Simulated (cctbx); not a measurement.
# MnBiN2 with cctbx, script by script

Library: cctbx 2025.11. The data are simulated by the first script.

## 1. Simulate the data

run.py:

```python
from cctbx import adptbx, crystal, miller, sgtbx, xray
from cctbx.array_family import flex
from iotbx.shelx import hklf
from scitbx import matrix
import scitbx.random

cs = crystal.symmetry(unit_cell=(3.409, 3.561, 9.537, 90, 90, 90), space_group_symbol='Hall: A 2 -2')  # Amm2
atoms = [  # label, site, U (iso, or U11 U22 U33 U12 U13 U23 in A^2), occupancy
    ("Bi1", (0.5, 0.5, 0.3594), (0.0125, 0.0037, 0.0137, 0.0000, 0.0000, 0.0000), 1),
    ("Mn1", (0, 0, 0.1463), (0.0206, 0.0175, 0.0200, 0.0000, 0.0000, 0.0000), 1),
    ("N1", (0, 0, 0.4389), (0.0117, 0.0175, 0.0191, 0.0000, 0.0000, 0.0000), 1),
    ("N2", (0.5, 0.5, 0.0593), (0.0198, 0.0204, 0.0176, 0.0000, 0.0000, 0.0000), 1),
]
xs = xray.structure(crystal_symmetry=cs)
for label, site, u, occ in atoms:
    u = adptbx.u_cif_as_u_star(cs.unit_cell(), u) if isinstance(u, tuple) else u
    xs.add_scatterer(xray.scatterer(label, site=site, u=u, occupancy=occ))
xs.set_inelastic_form_factors(1.54184, "sasaki")
xs.show_summary()
p1 = xs.expand_to_p1()
ms = miller.build_set(p1, anomalous_flag=True, d_min=0.8)
flex.set_random_seed(180422)
scitbx.random.set_random_seed(180422)
ms = ms.select(flex.random_double(ms.size()) < 0.5)
i = ms.structure_factors_from_scatterers(p1, algorithm="direct").f_calc().as_intensity_array().data()
i = i * 5000 / flex.max(i)
sig = flex.sqrt(i + flex.pow2(0.015 * i) + 2 ** 2)
noise = scitbx.random.variate(scitbx.random.normal_distribution())(i.size())
data = ms.array(data=i + sig * noise, sigmas=sig).set_observation_type_xray_intensity()
with open("data.hkl", "w") as f:
    data.export_as_shelx_hklf(f)
print("reflections written:", data.size(), " <I/sigma> = %.1f" % flex.mean(data.data() / data.sigmas()))
for h, a, b in list(data.sort("data"))[:12]:
    print("%4d%4d%4d %9.1f %7.1f" % (h + (a, b)))
```

```console
$ python run.py
```

```text
Number of scatterers: 4
At special positions: 4
Unit cell: (3.409, 3.561, 9.537, 90, 90, 90)
Space group: A m m 2 (No. 38)
reflections written: 467  <I/sigma> = 17.3
   0   2   0    5218.6   103.1
   0  -1   3    5108.7   102.2
   0   1  -3    4994.7   102.1
   0  -2   0    4991.3   103.1
  -1   0   2    4759.2    96.8
  -1   0  -2    4666.5    97.4
  -1  -1   1    4321.0    90.1
  -1   1  -1    4310.0    89.8
   1   1  -1    4216.5    89.8
   0   0   4    4187.6    91.7
   1  -1  -1    4180.0    89.8
   1  -1   1    4071.2    90.1
```

Run time: 0.26 s on 1 thread of Arm Neoverse V2 (shared host), peak memory 0.07 GiB.

## 2. Refinement (right model, isotropic)

run.py:

```python
import math
from cctbx import adptbx, crystal, maptbx, sgtbx, xray
from cctbx.array_family import flex
from cctbx.xray import observations
from iotbx.shelx import hklf
from scitbx.lstbx import normal_eqns_solving
from smtbx import absolute_structure, utils
from smtbx.refinement import constraints, least_squares

cs = crystal.symmetry(unit_cell=(3.409, 3.561, 9.537, 90, 90, 90), space_group_symbol='Hall: A 2 -2')  # Amm2
atoms = [  # label, site, U (iso, or U11 U22 U33 U12 U13 U23 in A^2), occupancy
    ("Bi1", (0.5, 0.5, 0.3585), 0.0200, 1),
    ("Mn1", (0, 0, 0.1473), 0.0200, 1),
    ("N1", (0, 0, 0.4413), 0.0200, 1),
    ("N2", (0.5, 0.5, 0.0638), 0.0200, 1),
]
xs = xray.structure(crystal_symmetry=cs)
for label, site, u, occ in atoms:
    u = adptbx.u_cif_as_u_star(cs.unit_cell(), u) if isinstance(u, tuple) else u
    xs.add_scatterer(xray.scatterer(label, site=site, u=u, occupancy=occ))
xs.set_inelastic_form_factors(1.54184, "sasaki")
raw = hklf.reader(file_name="data.hkl").as_miller_arrays(crystal_symmetry=cs, anomalous=True)[0]
merged = raw.eliminate_sys_absent().merge_equivalents()
fo2 = merged.array().set_observation_type_xray_intensity()
print("Rint %.3f, %d unique reflections to %.2f A" % (merged.r_int(), fo2.size(), fo2.d_min()))
for sc in xs.scatterers():
    sc.flags.set_grad_site(True)
    sc.flags.set_grad_u_aniso(sc.flags.use_u_aniso())
    sc.flags.set_grad_u_iso(sc.flags.use_u_iso())
obs = fo2.as_xray_observations()
extra = {}
rep = constraints.reparametrisation(xs, [], utils.connectivity_table(xs), **extra)
ls = least_squares.crystallographic_ls(obs, rep, weighting_scheme=least_squares.mainstream_shelx_weighting(a=0, b=0))
print("cycle     R1     wR2    GooF  max shift (A)")
for cycle in range(8):
    ls.build_up()
    r1, wr2, goof = ls.r1_factor(cutoff_factor=2)[0], ls.wR2(), ls.goof()
    old = xs.sites_cart()
    normal_eqns_solving.levenberg_marquardt_iterations(ls, n_max_iterations=3, tau=1e-06, step_threshold=1e-7)
    big = flex.max((xs.sites_cart() - old).norms())
    print("%4d %7.4f %7.4f %7.3f %9.5f" % (cycle + 1, r1, wr2, goof, big))
    ls.build_up(objective_only=True)
    if abs(ls.wR2() - wr2) < 5e-5 and big < 5e-4:
        break
ls.build_up()
print("final R1 %.4f wR2 %.4f GooF %.3f  parameters %d  data/parameter %.1f" % (ls.r1_factor(cutoff_factor=2)[0], ls.wR2(), ls.goof(), ls.n_parameters, fo2.size() / ls.n_parameters))
cov = ls.covariance_matrix_and_annotations()
su = dict(zip(cov.annotations, (math.sqrt(max(v, 0)) for v in cov.matrix.matrix_packed_u_diagonal())))
a2 = cs.unit_cell().reciprocal_parameters()[0] ** -2
print("atom        x        y        z      Ueq    occ   su(xyz)  su(Uiso or U11)")
for sc in xs.scatterers():
    s = max(su.get(sc.label + k, 0) for k in (".x", ".y", ".z"))
    npd = "" if sc.is_positive_definite_u(cs.unit_cell()) else "  NPD"
    print("%-5s %8.5f %8.5f %8.5f %8.4f %6.3f %8.5f %7.4f%s" % ((sc.label,) + sc.site + (sc.u_iso_or_equiv(cs.unit_cell()), sc.occupancy, s, su.get(sc.label + ".uiso", su.get(sc.label + ".u11", 0) * a2), npd)))
fo = fo2.f_sq_as_f()
fc = fo.structure_factors_from_scatterers(xs, algorithm="direct").f_calc()
diff = fo.f_obs_minus_f_calc(1 / math.sqrt(ls.scale_factor()), fc).average_bijvoet_mates()
m = diff.fft_map(symmetry_flags=maptbx.use_space_group_symmetry, resolution_factor=0.25).apply_volume_scaling()
print("difference map: max %.2f min %.2f rms %.2f" % (m.statistics().max(), m.statistics().min(), m.statistics().sigma()))
peaks = m.peak_search(parameters=maptbx.peak_search_parameters(min_distance_sym_equiv=0.6, max_clusters=6)).all()
near = xs.closest_distances(peaks.sites(), distance_cutoff=4)
sps = cs.special_position_settings(min_distance_sym_equiv=0.5)
for k, (x, h) in enumerate(zip(peaks.sites(), peaks.heights())):
    ss = sps.site_symmetry(x)
    print("Q%-3d %7.4f %7.4f %7.4f %4d %7.2f  %.2f A from %s" % ((k + 1,) + tuple(t % 1 for t in ss.exact_site()) + (ss.multiplicity(), h, near.smallest_distances[k], xs.scatterers()[near.i_seqs[k]].label)))
```

```console
$ python run.py
```

```text
Rint 0.017, 141 unique reflections to 0.80 A
cycle     R1     wR2    GooF  max shift (A)
   1  0.0806  0.1868   7.981   0.02802
   2  0.0429  0.1057   4.518   0.01673
   3  0.0429  0.1055   4.510   0.00924
   4  0.0429  0.1055   4.507   0.00502
   5  0.0429  0.1054   4.506   0.00271
   6  0.0429  0.1054   4.505   0.00146
   7  0.0429  0.1054   4.505   0.00078
   8  0.0429  0.1054   4.505   0.00041
final R1 0.0429 wR2 0.1054 GooF 4.505  parameters 8  data/parameter 17.6
atom        x        y        z      Ueq    occ   su(xyz)  su(Uiso or U11)
Bi1    0.50000  0.50000  0.35875   0.0106  1.000  0.00010  0.0006
Mn1    0.00000  0.00000  0.14538   0.0191  1.000  0.00097  0.0020
N1     0.00000  0.00000  0.43760   0.0152  1.000  0.00509  0.0095
N2     0.50000  0.50000  0.05705   0.0205  1.000  0.00548  0.0108
difference map: max 5.88 min -8.68 rms 0.78
Q1    0.5000  0.0000  0.8095    2    5.91  0.47 A from Bi1
Q2    0.5000  0.0000  0.9081    2    5.25  0.47 A from Bi1
Q3    0.3995  0.2178  0.3553    8    2.03  1.06 A from Bi1
Q4    0.2973  0.0000  0.3605    4    1.58  1.25 A from N1
Q5    0.0000  0.0000  0.2121    2    1.30  0.64 A from Mn1
Q6    0.1536  0.0000  0.1692    4    1.28  0.57 A from Mn1
```

Time: 0.84 s.

Figures of merit this high mean that the model is still wrong or incomplete.

## 3. Refinement (right model, anisotropic)

run.py, as its changes from the last script of this kind:

```diff
@@ -12,4 +12,4 @@
-    ("Bi1", (0.5, 0.5, 0.3585), 0.0200, 1),
-    ("Mn1", (0, 0, 0.1473), 0.0200, 1),
-    ("N1", (0, 0, 0.4413), 0.0200, 1),
-    ("N2", (0.5, 0.5, 0.0638), 0.0200, 1),
+    ("Bi1", (0.5, 0.5, 0.35875), 0.0106, 1),
+    ("Mn1", (0, 0, 0.14538), 0.0191, 1),
+    ("N1", (0, 0, 0.4376), 0.0152, 1),
+    ("N2", (0.5, 0.5, 0.05705), 0.0205, 1),
@@ -21,0 +22 @@
+xs.convert_to_anisotropic()
@@ -54,0 +56,4 @@
+fc = fo2.structure_factors_from_scatterers(xs, algorithm="direct").f_calc()
+absolute_structure.flack_analysis(xs, fo2.as_xray_observations()).show()
+h = absolute_structure.hooft_analysis(fo2, fc, scale_factor=ls.scale_factor())
+print("Hooft y: %.3f(%.0f)  Bijvoet pairs: %d" % (h.hooft_y, 1000 * h.sigma_y, h.n_bijvoet_pairs))
```

```console
$ python run.py
```

```text
Rint 0.017, 141 unique reflections to 0.80 A
cycle     R1     wR2    GooF  max shift (A)
   1  0.0429  0.1054   4.647   0.00456
   2  0.0088  0.0196   0.863   0.00252
   3  0.0088  0.0196   0.862   0.00139
   4  0.0088  0.0196   0.862   0.00076
   5  0.0088  0.0196   0.862   0.00042
final R1 0.0088 wR2 0.0196 GooF 0.862  parameters 16  data/parameter 8.8
atom        x        y        z      Ueq    occ   su(xyz)  su(Uiso or U11)
Bi1    0.50000  0.50000  0.35872   0.0101  1.000  0.00002  0.0002
Mn1    0.00000  0.00000  0.14564   0.0198  1.000  0.00020  0.0009
N1     0.00000  0.00000  0.43805   0.0134  1.000  0.00096  0.0038
N2     0.50000  0.50000  0.05806   0.0189  1.000  0.00108  0.0043
Flack x: -0.07(4)
Hooft y: -0.068(54)  Bijvoet pairs: 57
difference map: max 0.45 min -0.42 rms 0.13
Q1    0.2110  0.0000  0.5278    4    0.47  1.03 A from N2
Q2    0.2001  0.0000  0.1710    4    0.44  0.72 A from Mn1
Q3    0.1482  0.0000  0.9492    4    0.43  1.48 A from Bi1
Q4    0.1534  0.0000  0.7645    4    0.41  1.48 A from Bi1
Q5    0.5000  0.2024  0.8625    4    0.40  0.72 A from Bi1
Q6    0.5000  0.1682  0.0546    4    0.39  1.18 A from N2
```

Time: 0.67 s.

## 4. Refinement

run.py, as its changes from the last script of this kind:

```diff
@@ -14,2 +14,2 @@
-    ("N1", (0, 0, 0.4376), 0.0152, 1),
-    ("N2", (0.5, 0.5, 0.05705), 0.0205, 1),
+    ("P1", (0, 0, 0.4376), 0.0152, 1),
+    ("N1", (0.5, 0.5, 0.05705), 0.0205, 1),
@@ -36 +36 @@
-for cycle in range(8):
+for cycle in range(12):
@@ -56,4 +55,0 @@
-fc = fo2.structure_factors_from_scatterers(xs, algorithm="direct").f_calc()
-absolute_structure.flack_analysis(xs, fo2.as_xray_observations()).show()
-h = absolute_structure.hooft_analysis(fo2, fc, scale_factor=ls.scale_factor())
-print("Hooft y: %.3f(%.0f)  Bijvoet pairs: %d" % (h.hooft_y, 1000 * h.sigma_y, h.n_bijvoet_pairs))
```

```console
$ python run.py
```

```text
Rint 0.017, 141 unique reflections to 0.80 A
cycle     R1     wR2    GooF  max shift (A)
   1  0.0722  0.1673   7.374   0.01280
   2  0.0171  0.0450   1.985   0.00600
   3  0.0170  0.0439   1.935   0.00197
   4  0.0170  0.0438   1.931   0.00063
   5  0.0170  0.0438   1.930   0.00027
final R1 0.0170 wR2 0.0438 GooF 1.930  parameters 16  data/parameter 8.8
atom        x        y        z      Ueq    occ   su(xyz)  su(Uiso or U11)
Bi1    0.50000  0.50000  0.35862   0.0102  1.000  0.00008  0.0003
Mn1    0.00000  0.00000  0.14590   0.0195  1.000  0.00044  0.0020
P1     0.00000  0.00000  0.43986   0.1108  1.000  0.00245  0.0149
N1     0.50000  0.50000  0.05782   0.0162  1.000  0.00235  0.0085
difference map: max 0.86 min -1.42 rms 0.32
Q1    0.0000  0.0000  0.4305    2    0.90  0.09 A from P1
Q2    0.0000  0.0000  0.6202    2    0.66  1.72 A from P1
Q3    0.5000  0.2451  0.8601    4    0.65  0.87 A from Bi1
Q4    0.5000  0.1154  0.9576    4    0.63  1.03 A from Bi1
Q5    0.0000  0.0000  0.2907    2    0.61  1.38 A from Mn1
Q6    0.5000  0.0000  0.3737    2    0.59  1.76 A from N1
```

Time: 0.61 s.

This run holds a fault made on purpose: wrong element: P1 is N.

## 5. Refinement

run.py, as its changes from the last script of this kind:

```diff
@@ -13,3 +13,3 @@
-    ("Mn1", (0, 0, 0.14538), 0.0191, 1),
-    ("P1", (0, 0, 0.4376), 0.0152, 1),
-    ("N1", (0.5, 0.5, 0.05705), 0.0205, 1),
+    ("Cr1", (0, 0, 0.14538), 0.0191, 1),
+    ("N1", (0, 0, 0.4376), 0.0152, 1),
+    ("N2", (0.5, 0.5, 0.05705), 0.0205, 1),
```

```console
$ python run.py
```

```text
Rint 0.017, 141 unique reflections to 0.80 A
cycle     R1     wR2    GooF  max shift (A)
   1  0.0435  0.1062   4.683   0.00399
   2  0.0103  0.0227   1.001   0.00217
   3  0.0103  0.0227   1.000   0.00117
   4  0.0102  0.0227   1.000   0.00063
   5  0.0102  0.0227   1.000   0.00034
final R1 0.0102 wR2 0.0227 GooF 1.000  parameters 16  data/parameter 8.8
atom        x        y        z      Ueq    occ   su(xyz)  su(Uiso or U11)
Bi1    0.50000  0.50000  0.35872   0.0101  1.000  0.00002  0.0002
Cr1    0.00000  0.00000  0.14566   0.0180  1.000  0.00023  0.0010
N1     0.00000  0.00000  0.43806   0.0139  1.000  0.00113  0.0044
N2     0.50000  0.50000  0.05792   0.0187  1.000  0.00122  0.0051
difference map: max 0.57 min -0.51 rms 0.15
Q1    0.0000  0.0000  0.5950    2    0.59  1.50 A from N1
Q2    0.1778  0.0000  0.1629    4    0.55  0.63 A from Cr1
Q3    0.2024  0.0000  0.5364    4    0.49  1.04 A from N2
Q4    0.2894  0.1668  0.8515    8    0.41  0.93 A from Bi1
Q5    0.1508  0.0000  0.9490    4    0.39  1.47 A from Bi1
Q6    0.0000  0.0943  0.1247    4    0.37  0.39 A from Cr1
```

Time: 0.61 s.

This run holds a fault made on purpose: wrong element: Cr1 is Mn.

## 6. Refinement

run.py, as its changes from the last script of this kind:

```diff
@@ -13 +13 @@
-    ("Cr1", (0, 0, 0.14538), 0.0191, 1),
+    ("Mn1", (0, 0, 0.14538), 0.0191, 1),
@@ -24 +24 @@
-merged = raw.eliminate_sys_absent().merge_equivalents()
+merged = raw.eliminate_sys_absent().resolution_filter(d_min=1.6).merge_equivalents()
```

```console
$ python run.py
```

```text
Rint 0.015, 19 unique reflections to 1.61 A
cycle     R1     wR2    GooF  max shift (A)
   1  0.0141  0.0321   4.053   0.01484
   2  0.0046  0.0099   1.246   0.00312
   3  0.0042  0.0093   1.178   0.00205
   4  0.0041  0.0091   1.154   0.00145
   5  0.0040  0.0090   1.141   0.00112
   6  0.0040  0.0090   1.131   0.00094
   7  0.0040  0.0089   1.123   0.00084
   8  0.0039  0.0088   1.115   0.00078
   9  0.0039  0.0088   1.107   0.00075
  10  0.0039  0.0087   1.100   0.00072
  11  0.0038  0.0087   1.093   0.00071
  12  0.0038  0.0086   1.087   0.00070
final R1 0.0038 wR2 0.0086 GooF 1.080  parameters 16  data/parameter 1.2
atom        x        y        z      Ueq    occ   su(xyz)  su(Uiso or U11)
Bi1    0.50000  0.50000  0.35855   0.0098  1.000  0.00034  0.0229
Mn1    0.00000  0.00000  0.14765   0.0250  1.000  0.00410  0.0537
N1     0.00000  0.00000  0.43858   0.1272  1.000  0.02796  0.1948  NPD
N2     0.50000  0.50000  0.05520   0.0012  1.000  0.00890  0.1479  NPD
difference map: max 0.04 min -0.03 rms 0.01
Q1    0.0000  0.0000  0.9199    2    0.04  1.79 A from N1
Q2    0.5000  0.0000  0.3595    2    0.04  1.78 A from Bi1
Q3    0.0000  0.0000  0.6740    2    0.03  1.80 A from Mn1
Q4    0.5000  0.0000  0.0621    2    0.01  1.78 A from N2
```

Run time: 1.1 s on 1 thread of Arm Neoverse V2, on a shared host, peak memory 0.09 GiB.

This run holds a fault made on purpose: data cut at low resolution.

[Logs are printed without paths, hosts, clocks, repeated set-up lines and the standing remarks that a program may print on its own settings, such as how far it seeks lower states.]
